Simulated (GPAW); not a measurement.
# Core-hole calculation of the B K edge in BAs (F-43m), part 2 of 4

Aim: the dependence of the B K near-edge features of BAs (F-43m) on volume.

GPAW 26.7.0; X-ray absorption from dipole matrix elements to empty bands, plane-wave PAW PBE.

So far. Step 2 (Ground state of the crystal): The mesh shows a gap of 1.23 eV, so the hole is first treated in a charged cell, without the excited electron.

### Step 4. Spectrum with FCH, B atom 2

The holes are 5.9 Å apart. In GPAW the data set carries the hole's charge, so charge=0 means a charged cell and charge=-1 a neutral one. The excited electron is left out and a uniform background balances the charge. After the field has converged, empty bands are computed with the density fixed and the dipole matrix elements are summed.

The absorber has 4 As at 2.07 Å (tetrahedral, site symmetry -43m).

Contents of xas.py:

```python
import numpy as np
from ase import Atoms
from ase.parallel import parprint, paropen
from gpaw import GPAW, PW, FermiDirac, Mixer, MixerDif, setup_paths
from gpaw.test import gen
setup_paths.insert(0, '.')
gen('B', name='fch1s', xcname='PBE', corehole=(1, 0, 1), write_xml=True)
from gpaw.mpi import world
world.barrier()

atoms = Atoms('As6B6',
    cell=[[-2.3885, -2.3885, -4.777],
     [-2.3885, -2.3885, 4.777],
     [-2.3885, 4.777, 2.3885]],
    scaled_positions=[[0.875, 0.625, 0],
     [0.54166667, 0.625, 0.33333333],
     [0.375, 0.125, 0],
     [0.20833333, 0.625, 0.66666667],
     [0.04166667, 0.125, 0.33333333],
     [0.70833333, 0.125, 0.66666667],
     [0, 0, 0],
     [0.66666667, 0, 0.33333333],
     [0.5, 0.5, 0],
     [0.33333333, 0, 0.66666667],
     [0.16666667, 0.5, 0.33333333],
     [0.83333333, 0.5, 0.66666667]],
    pbc=True)
atoms.calc = calc = GPAW(legacy_gpaw=True, mode=PW(430, force_complex_dtype=True), xc='PBE', setups={6: 'fch1s'},
    kpts={'size': (4, 3, 4), 'gamma': True}, occupations=FermiDirac(0.02),
    charge=0, mixer=Mixer(0.1, 5, 50), maxiter=150,
    convergence={'density': 0.0001, 'eigenstates': 1e-6}, txt='scf.txt')
energy = atoms.get_potential_energy() + calc.get_reference_energy()
ef = calc.get_fermi_level()
out = dict(energy=energy, fermi=ef, forces=atoms.get_forces().tolist())
parprint(f'all-electron energy {energy:.4f} eV, Fermi level {ef:.4f} eV')
ev = np.array([[calc.get_eigenvalues(k, s) for k in range(len(calc.get_ibz_k_points()))] for s in range(calc.get_number_of_spins())])
out['homo'], out['lumo'], out['counts'] = ev[ev < ef].max(), ev[ev > ef].min(), sorted(set((ev < ef).sum((0, 2)).tolist()))
out['filled'] = (ev[:, 0] < ef).sum(1).tolist()

from ase.units import Ha
from gpaw.xas import dipole_matrix_elements
nb = int(calc.get_number_of_electrons() / 2) + 100
top, nb = nb, nb + 8 + nb // 12
nscf = calc.fixed_density(kpts={'size': (5, 5, 5), 'gamma': True}, nbands=nb,
    convergence={'bands': top, 'eigenstates': 5e-3}, maxiter=60, txt='nscf.txt')
cell = atoms.cell.array
ops = [cell.T @ U.T @ np.linalg.inv(cell.T) for U in nscf.wfs.kd.symmetry.op_scc]
filled = [24]  # bands filled in the ground state, by spin
E = np.arange(-6, 34, 0.1)
fwhm = np.interp(E, [4, 25], [0.9, 3.5])
Y, X, zero, highest = 0, 0, 1e9, 1e9
for spin in range(nscf.get_number_of_spins()):
    wfs = nscf.wfs
    mine = wfs.bd.get_slice()  # this rank's bands
    A = dipole_matrix_elements(wfs.setups[6])
    eps = np.zeros((wfs.kd.nibzkpts, nb))
    d = np.zeros((3, A.shape[1], wfs.kd.nibzkpts, nb), complex)
    for kpt in wfs.kpt_u:
        if kpt.s == spin and 6 in kpt.P_ani:
            eps[kpt.k, mine] = kpt.eps_n * Ha
            d[:, :, kpt.k, mine] = (kpt.weight * wfs.nspins / 2) ** 0.5 * np.inner(A, kpt.P_ani[6])
    world.sum(eps)
    world.sum(d)
    T = np.einsum('amkn,bmkn->abkn', d, d.conj()).real
    T = sum(np.einsum('ai,ijkn,bj->abkn', R, T, R) for R in ops) / len(ops)
    empty = np.ones_like(eps, bool) & (np.arange(nb) >= filled[spin])
    zero, highest = min(zero, eps[empty].min()), min(highest, eps[:, top - 1].min())
    lines = [(eps, T, empty)] if spin == 0 else lines + [(eps, T, empty)]
for eps, T, empty in lines:
    f = np.einsum('aakn->akn', T).reshape(3, -1)
    x = eps.ravel() - zero
    w = np.interp(x, E, fwhm) / 2.35482
    g = np.exp(-0.5 * ((E[:, None] - x) / w) ** 2) / (w * (2 * np.pi) ** 0.5)
    Y = Y + (f * empty.ravel()) @ g.T
    X = X + (f * ~empty.ravel()) @ g.T
out.update(E=E.round(2).tolist(), xas=Y.tolist(), xes=X.tolist(), zero=zero, valid=highest - zero, nk=len(eps), nb=nb)
for i in range(0, len(E), 10):
    parprint(f'{E[i]:7.2f}', *(f'{v:10.3e}' for v in Y[:, i]))
import json
with paropen('out.json', 'w') as f:
    json.dump(out, f)
```

Launch:

```sh
OMP_NUM_THREADS=1 mpirun -n 4 gpaw python xas.py
```

Numbers of over 12 decimals in the logs are rounded to 6 here.

Output:

```text
Input parameters:
  convergence: {density: 0.0001,
                eigenstates: 1e-06}
  kpts: {gamma: True,
         size: (4, 3, 4)}
  maxiter: 150
  mixer: {backend: pulay,
          beta: 0.1,
          method: separate,
          nmaxold: 5,
          weight: 50}
  mode: {ecut: 430.0,
         force_complex_dtype: True,
         name: pw}
  occupations: {fixmagmom: False,
                name: fermi-dirac,
                width: 0.02}
  setups: {6: fch1s}
  xc: PBE

Initialize ...

[... PAW data sets ...]

Reference energy: -372827.704667  # eV

Spin-paired calculation

[... convergence settings ...]
Symmetries present (total): 2
  [... symmetry matrices ...]

48 k-points: 4 x 3 x 4 Monkhorst-Pack grid + [1/8,0.000000,1/8]
17 k-points in the irreducible part of the Brillouin zone
       k-points in crystal coordinates                weights
   0:     0.00000000    0.00000000    0.00000000          1/48
   1:     0.00000000    0.00000000    0.25000000          2/48
   2:     0.00000000    0.00000000    0.50000000          1/48
   3:     0.00000000    0.33333333    0.00000000          2/48
   4:     0.00000000    0.33333333    0.25000000          4/48
   5:     0.00000000    0.33333333    0.50000000          2/48
   6:     0.25000000   -0.33333333    0.00000000          4/48
   7:     0.25000000   -0.33333333    0.50000000          4/48
   8:     0.25000000    0.00000000    0.00000000          4/48
   9:     0.25000000    0.00000000    0.50000000          4/48
          ...
  16:     0.50000000    0.33333333    0.50000000          4/48

Wave functions: Plane wave expansion
  Cutoff energy: 430.000 eV
  Number of coefficients (min, max): 3269, 3336
  Pulay-stress correction: 0.000000 eV/Ang^3 (de/decut=0.000000)
  Using FFTW library
  Wavefunction extrapolation:
    Improved wavefunction reuse through dual PAW basis

Occupation numbers: Fermi-Dirac:
  width: 0.0200  # eV

Eigensolver
   Davidson(niter=2)

Densities:
  Coarse grid: 28*28*28 grid
  Fine grid: 56*56*56 grid
  Total Charge: 1.000000

Density mixing:
  Method: separate
  Backend: pulay
  Linear mixing parameter: 0.1
  old densities: 5
  Width of damping distribution: 1.1
  Damping of long wavelength oscillations: 50

[... Hamiltonian set-up ...]
Number of atoms: 12
Number of atomic orbitals: 48
Number of bands in calculation: 33
Number of valence electrons: 48
Bands to converge: occupied

... initialized

Initializing position-dependent things.

Density initialized from atomic densities
Creating initial wave functions:
  33 bands from LCAO basis set

             As

               B
                   As
                 B
         B  As       B
             As
              B
               B  As
          As

Atomic positions and initial magnetic moments

Positions:
   0 As    -3.582750   -3.582750   -1.194250    ( 0.0000,  0.0000,  0.0000)
   1 As    -3.582750   -1.194250    1.194250    ( 0.0000,  0.0000,  0.0000)
   2 As    -1.194250   -1.194250   -1.194250    ( 0.0000,  0.0000,  0.0000)
   3 As    -3.582750    1.194250    3.582750    ( 0.0000,  0.0000,  0.0000)
   4 As    -1.194250    1.194250    1.194250    ( 0.0000,  0.0000,  0.0000)
   5 As    -3.582750    1.194250   -1.194250    ( 0.0000,  0.0000,  0.0000)
   6 B      0.000000    0.000000    0.000000    ( 0.0000,  0.0000,  0.0000)
   7 B     -2.388500   -0.000000   -2.388500    ( 0.0000,  0.0000,  0.0000)
   8 B     -2.388500   -2.388500    0.000000    ( 0.0000,  0.0000,  0.0000)
   9 B     -2.388500    2.388500    0.000000    ( 0.0000,  0.0000,  0.0000)
  10 B     -2.388500   -0.000000    2.388500    ( 0.0000,  0.0000,  0.0000)
  11 B     -4.777000    0.000000    0.000000    ( 0.0000,  0.0000,  0.0000)

Unit cell:
           periodic     x           y           z      points  spacing
  1. axis:    yes   -2.388500   -2.388500   -4.777000    28     0.1730
  2. axis:    yes   -2.388500   -2.388500    4.777000    28     0.1970
  3. axis:    yes   -2.388500    4.777000    2.388500    28     0.1810

  Lengths:   5.850606   5.850606   5.850606
  Angles:   80.405932 120.000000 109.471221

Effective grid spacing dv^(1/3) = 0.1953

iter:   1  -101.574562
iter:   2   -95.105500   -1.44  -0.64
iter:   3   -90.160996   -1.04  -0.72
iter:   4   -89.877184   -1.67  -1.01
iter:   5   -89.769025   -1.98  -1.20
iter:   6   -89.834103   -1.94  -1.42
iter:   7   -89.731770   -2.50  -1.82
iter:   8   -89.730419   -4.41  -2.25
iter:   9   -89.729288c  -4.23  -2.37
iter:  10   -89.728988c  -4.38  -2.81
iter:  11   -89.729166c  -5.31  -2.91
iter:  12   -89.728846c  -5.07  -2.79
iter:  13   -89.728798c  -5.56  -3.01
iter:  14   -89.728739c  -5.35  -3.09
iter:  15   -89.728735c  -6.21c -3.59
iter:  16   -89.728731c  -6.98c -3.74
iter:  17   -89.728731c  -6.94c -3.91
iter:  18   -89.728730c  -7.93c -4.06c

Converged after 18 iterations.

Dipole moment: (7.106560, 7.106560, -10.609038) |e|*Ang

Energy contributions relative to reference atoms: (reference = -372827.704667)

Kinetic:        +76.300576
Potential:      -88.294961
External:        +0.000000
XC:             -77.695511
Entropy (-ST):   -0.000000
Local:           -0.038835
SIC:             +0.000000
--------------------------
Free energy:    -89.728730
Extrapolated:   -89.728730

Showing only first 2 kpts
 Kpt  Band  Eigenvalues  Occupancy
  0    22      7.77564    2.00000
  0    23      7.78960    2.00000
  0    24      9.83741    0.00000
  0    25     10.32864    0.00000

  1    22      6.64403    2.00000
  1    23      7.57619    2.00000
  1    24      9.49605    0.00000
[...]
Fermi level: 8.23738

Gap: 1.383 eV
Transition (v -> c):
  (s=0, k=0, n=23, [0.00, 0.00, 0.00]) -> (s=0, k=2, n=24, [0.00, 0.00, 0.50])
Direct/indirect transitions are different
Direct gap: 1.920 eV
Transition at: (s=0, k=1, n=23, [0.00, 0.00, 0.25])

Forces in eV/Ang:
  0 As   -0.11969   -0.11969   -0.00232
  1 As    0.18079    0.15483   -0.10844
  2 As    0.13170    0.13170    0.38822
  3 As    0.15483    0.18079   -0.10844
  4 As    0.20405   -0.57463   -0.03811
  5 As   -0.57463    0.20405   -0.03811
  6 B     0.05848    0.05848   -0.00387
  7 B     0.24820    0.27299   -0.30398
  8 B    -0.06402   -0.06402    0.45268
  9 B     0.27299    0.24820   -0.30398
 10 B    -0.14138   -0.35151    0.03341
 11 B    -0.35151   -0.14138    0.03341
Scalar-relativistic atomic PBE calculation for B (Boron, Z=5)
Core hole in 1s state (1s occupation: 1.0)
300 radial gridpoints.
|------------------------------------------------|
|------------------------------------------------|
[... the atom generator's iteration count ...]

Energy contributions:
-------------------------
Kinetic:      +16.923827
XC:            -2.446370
Potential:    -31.470903
-------------------------
Total:        -16.993446

state      eigenvalue         ekin         rmax
-----------------------------------------------
1s^1.0 :    -8.619813    12.014061        0.202
2s^2.0 :    -0.872538     1.686908        1.272
2p^1.0 :    -0.649578     1.535951        1.118
-----------------------------------------------
(units: Bohr and Hartree)

Generating PAW setup
Kinetic energy of the core from tauc = 12.018096
Cutoffs:
rc(s)=1.200
rc(p)=1.200
rc(d)=1.200
rc(vbar)=1.080
rc(comp)=1.200
rc(nct)=1.200

Kinetic energy of the core states: 12.014061
Charge: 1.0
Core electrons: 1.0
Valence electrons: 3.0
Pseudo-core charge: 0.035742
Shape function alpha=6.944
Pseudo-electron charge 3.043936
state    eigenvalue         norm
--------------------------------
2s(2) :    -0.872538     1.031866
*s    :     0.127462
2p(1) :    -0.649578     0.944462
*p    :     0.350422
*d    :     0.000000
--------------------------------

Diagonalizing with gridspacing h=0.050

state   all-electron     PAW
-------------------------------
2s:      -0.872538    -0.873275
2p:      -0.649578    -0.650581
*d:                   -0.077574
*f:                   -0.014711
-------------------------------
all-electron energy -372917.4334 eV, Fermi level 8.2374 eV
[...]
31.00  2.517e-04  2.517e-04  2.531e-04
  32.00  2.235e-04  2.235e-04  2.263e-04
  33.00  2.085e-04  2.085e-04  2.100e-04
```

Run time: 55 s. Hardware: 4 MPI ranks of INTEL XEON PLATINUM 8581C at 2.10GHz (Emerald Rapids), shared host; peak memory 0.38 GiB; 3.7 min of CPU time.

The B K spectrum, B atom 2, full core hole (charged cell) (energy from the lowest empty level; intensity scaled to a mean of 1 over the first 20 eV):

| E (eV) | intensity |
| --- | --- |
| -2.0 | 0.00 |
| -1.5 | 0.00 |
| -1.0 | 0.00 |
| -0.5 | 0.02 |
| 0.0 | 0.22 |
| 0.5 | 0.88 |
| 1.0 | 1.77 |
| 1.5 | 2.29 |
| 2.0 | 2.31 |
| 2.5 | 2.05 |
| 3.0 | 1.90 |
| 3.5 | 2.05 |
| 4.0 | 1.97 |
| 4.5 | 1.69 |
| 5.0 | 1.45 |
| 5.5 | 1.32 |
| 6.0 | 1.21 |
| 6.5 | 1.11 |
| 7.0 | 1.13 |
| 7.5 | 1.13 |
| 8.0 | 0.99 |
| 8.5 | 0.89 |
| 9.0 | 0.94 |
| 9.5 | 1.05 |
| 10.0 | 1.09 |
| 10.5 | 1.00 |
| 11.0 | 0.78 |
| 11.5 | 0.55 |
| 12.0 | 0.44 |
| 12.5 | 0.45 |
| 13.0 | 0.55 |
| 13.5 | 0.65 |
| 14.0 | 0.71 |
| 14.5 | 0.72 |
| 15.0 | 0.68 |
| 15.5 | 0.59 |
| 16.0 | 0.46 |
| 16.5 | 0.36 |
| 17.0 | 0.32 |
| 17.5 | 0.32 |
| 18.0 | 0.34 |
| 18.5 | 0.39 |
| 19.0 | 0.44 |
| 19.5 | 0.50 |
| 20.0 | 0.57 |
| 20.5 | 0.63 |
| 21.0 | 0.68 |
| 21.5 | 0.71 |
| 22.0 | 0.72 |
| 22.5 | 0.72 |
| 23.0 | 0.70 |
| 23.5 | 0.68 |
| 24.0 | 0.65 |
| 24.5 | 0.63 |
| 25.0 | 0.62 |
| 25.5 | 0.61 |
| 26.0 | 0.61 |
| 26.5 | 0.60 |
| 27.0 | 0.60 |
| 27.5 | 0.59 |
| 28.0 | 0.58 |

Main maxima below 24 eV (height): 1.8 eV (2.34), 3.6 eV (2.06), 9.9 eV (1.09), 14.4 eV (0.73) and 22.1 eV (0.73). A K edge sees empty p states on the absorber.

The hole costs E(hole) − E(ground) = 185.66 eV, and the lowest empty level of the hole cell on the spectrum's mesh lies at 8.99 eV, which puts the zero at 194.65 eV. One term is added: -5.59 eV, since the hole is spin-paired here and a spin-polarised one costs that much less in the free atom (computed apart). The photon energy is then 189.06 eV. The functional and the charged cell's background leave an error of a few eV in such absolute values.

### Step 5. Supercell without a hole, the energy reference

The cell changes for the next run, so it gets a reference energy of its own.

The cell differs from the one that the last finished run ended in (a 5.851 → 5.731 Å, b 5.851 → 5.731 Å, c 5.851 → 5.731 Å).

Contents of scf.py:

```python
import numpy as np
from ase import Atoms
from ase.parallel import parprint, paropen
from gpaw import GPAW, PW, FermiDirac, Mixer, MixerDif, setup_paths
from gpaw.test import gen
setup_paths.insert(0, '.')
gen('B', name='nch1s', xcname='PBE', corehole=(1, 0, 0), write_xml=True)
from gpaw.mpi import world
world.barrier()

atoms = Atoms('As6B6',
    cell=[[-2.33974142, -2.33974142, -4.67948284],
     [-2.33974142, -2.33974142, 4.67948284],
     [-2.33974142, 4.67948284, 2.33974142]],
    scaled_positions=[[0.875, 0.625, 0],
     [0.54166667, 0.625, 0.33333333],
     [0.375, 0.125, 0],
     [0.20833333, 0.625, 0.66666667],
     [0.04166667, 0.125, 0.33333333],
     [0.70833333, 0.125, 0.66666667],
     [0, 0, 0],
     [0.66666667, 0, 0.33333333],
     [0.5, 0.5, 0],
     [0.33333333, 0, 0.66666667],
     [0.16666667, 0.5, 0.33333333],
     [0.83333333, 0.5, 0.66666667]],
    pbc=True)
atoms.calc = calc = GPAW(legacy_gpaw=True, mode=PW(430, force_complex_dtype=True), xc='PBE', setups={6: 'nch1s'},
    kpts={'size': (4, 3, 4), 'gamma': True}, occupations=FermiDirac(0.02),
    charge=0, mixer=Mixer(0.1, 5, 50), maxiter=150,
    convergence={'density': 0.0001, 'eigenstates': 1e-6}, txt='scf.txt')
energy = atoms.get_potential_energy() + calc.get_reference_energy()
ef = calc.get_fermi_level()
out = dict(energy=energy, fermi=ef, forces=atoms.get_forces().tolist())
parprint(f'all-electron energy {energy:.4f} eV, Fermi level {ef:.4f} eV')
ev = np.array([[calc.get_eigenvalues(k, s) for k in range(len(calc.get_ibz_k_points()))] for s in range(calc.get_number_of_spins())])
out['homo'], out['lumo'], out['counts'] = ev[ev < ef].max(), ev[ev > ef].min(), sorted(set((ev < ef).sum((0, 2)).tolist()))
out['filled'] = (ev[:, 0] < ef).sum(1).tolist()
import json
with paropen('out.json', 'w') as f:
    json.dump(out, f)
```

Launch:

```sh
OMP_NUM_THREADS=1 mpirun -n 4 gpaw python scf.py
```

Output:

```text
Input parameters:
  convergence: {density: 0.0001,
                eigenstates: 1e-06}
  kpts: {gamma: True,
         size: (4, 3, 4)}
  maxiter: 150
  mixer: {backend: pulay,
          beta: 0.1,
          method: separate,
          nmaxold: 5,
          weight: 50}
  mode: {ecut: 430.0,
         force_complex_dtype: True,
         name: pw}
  occupations: {fixmagmom: False,
                name: fermi-dirac,
[...]
2s(2) :    -0.347030     1.005232
*s    :     0.652970
2p(1) :    -0.132526     0.982729
*p    :     0.867474
*d    :     0.000000
--------------------------------

Diagonalizing with gridspacing h=0.050

state   all-electron     PAW
-------------------------------
2s:      -0.347030    -0.347449
2p:      -0.132526    -0.132867
*d:                    0.040435
*f:                    0.071313
-------------------------------
all-electron energy -373102.5891 eV, Fermi level 9.3570 eV
[key lines of the parts left out:]
Converged after 14 iterations.
Dipole moment: (6.955018, 6.955018, -10.504097) |e|*Ang
Free energy:    -67.810016
Fermi level: 9.35697
```

Elapsed: 12 s, on 4 MPI ranks; peak memory 0.23 GiB.

Reference energy: -373102.589 eV with the cores included.

### Step 6. Spectrum with FCH, B atom 2

Shorter bonds are expected to push antibonding states and scattering resonances up, and longer ones down; the cell is scaled to test that.

Changed against the first core-hole run: volume scale from 1 to 0.94.

Edit xas.py of step 4 so:

```diff
@@ -11,5 +11,5 @@
 atoms = Atoms('As6B6',
-    cell=[[-2.3885, -2.3885, -4.777],
-     [-2.3885, -2.3885, 4.777],
-     [-2.3885, 4.777, 2.3885]],
+    cell=[[-2.33974142, -2.33974142, -4.67948284],
+     [-2.33974142, -2.33974142, 4.67948284],
+     [-2.33974142, 4.67948284, 2.33974142]],
     scaled_positions=[[0.875, 0.625, 0],
@@ -41,3 +41,3 @@
 from gpaw.xas import dipole_matrix_elements
-nb = int(calc.get_number_of_electrons() / 2) + 100
+nb = int(calc.get_number_of_electrons() / 2) + 94
 top, nb = nb, nb + 8 + nb // 12
```

Launch:

```sh
OMP_NUM_THREADS=1 mpirun -n 4 gpaw python xas.py
```

Output:

```text
Input parameters:
  convergence: {density: 0.0001,
                eigenstates: 1e-06}
  kpts: {gamma: True,
         size: (4, 3, 4)}
  maxiter: 150
  mixer: {backend: pulay,
          beta: 0.1,
          method: separate,
          nmaxold: 5,
          weight: 50}
  mode: {ecut: 430.0,
         force_complex_dtype: True,
         name: pw}
  occupations: {fixmagmom: False,
                name: fermi-dirac,
[...]
*p    :     0.350422
*d    :     0.000000
--------------------------------

Diagonalizing with gridspacing h=0.050

state   all-electron     PAW
-------------------------------
2s:      -0.872538    -0.873275
2p:      -0.649578    -0.650581
*d:                   -0.077574
*f:                   -0.014711
-------------------------------
all-electron energy -372917.9038 eV, Fermi level 9.0521 eV
[...]
32.00  2.562e-04  2.562e-04  2.575e-04
  33.00  2.210e-04  2.210e-04  2.245e-04
[key lines of the parts left out:]
Converged after 17 iterations.
Dipole moment: (7.066319, 7.066319, -10.850771) |e|*Ang
Free energy:    -90.199119
Fermi level: 9.05209
```

Wall time 50 s (4 MPI ranks); peak memory 0.36 GiB; 3.3 min of CPU time.

| E (eV) | first run | this run |
| --- | --- | --- |
| -2.0 | 0.00 | 0.00 |
| -1.0 | 0.00 | 0.00 |
| 0.0 | 0.22 | 0.16 |
| 1.0 | 1.77 | 1.37 |
| 2.0 | 2.31 | 2.14 |
| 3.0 | 1.90 | 1.78 |
| 4.0 | 1.97 | 1.96 |
| 5.0 | 1.45 | 1.54 |
| 6.0 | 1.21 | 1.32 |
| 7.0 | 1.13 | 1.11 |
| 8.0 | 0.99 | 1.11 |
| 9.0 | 0.94 | 0.97 |
| 10.0 | 1.09 | 1.11 |
| 11.0 | 0.78 | 0.99 |
| 12.0 | 0.44 | 0.58 |
| 13.0 | 0.55 | 0.44 |
| 14.0 | 0.71 | 0.59 |
| 15.0 | 0.68 | 0.69 |
| 16.0 | 0.46 | 0.66 |
| 17.0 | 0.32 | 0.46 |
| 18.0 | 0.34 | 0.34 |
| 19.0 | 0.44 | 0.36 |
| 20.0 | 0.57 | 0.46 |
| 21.0 | 0.68 | 0.58 |
| 22.0 | 0.72 | 0.68 |
| 23.0 | 0.70 | 0.71 |
| 24.0 | 0.65 | 0.69 |
| 25.0 | 0.62 | 0.65 |
| 26.0 | 0.61 | 0.62 |
| 27.0 | 0.60 | 0.61 |
| 28.0 | 0.58 | 0.60 |

Against the first run the r.m.s. difference is 12 %. The highest intensity below 16 eV goes from 1.8 eV (2.34) to 2.1 eV (2.15).

The photon energy of the zero moves by -0.20 eV.

(Continued in part 3 of 4.)

[Banner, clock and machine lines of the logs are left out without a mark of their own.]

[Logs are printed without paths, hosts, clocks, repeated set-up lines and the standing remarks that a program may print on its own settings, such as how far it seeks lower states.]

[Hosts, paths, dates, database ids (printed as entryN), source tags and the programs' standing remarks are cut or masked in the printed files.]

[Lists of maxima count a maximum above −3 eV only where it reaches 4 % of the highest in the window and stands out from its surroundings by 2 % of it (1.5 % where it reaches 55 %); shoulders and weaker maxima are passed over, and of the rest the first, up to two pre-edge ones and the few strongest are named.]
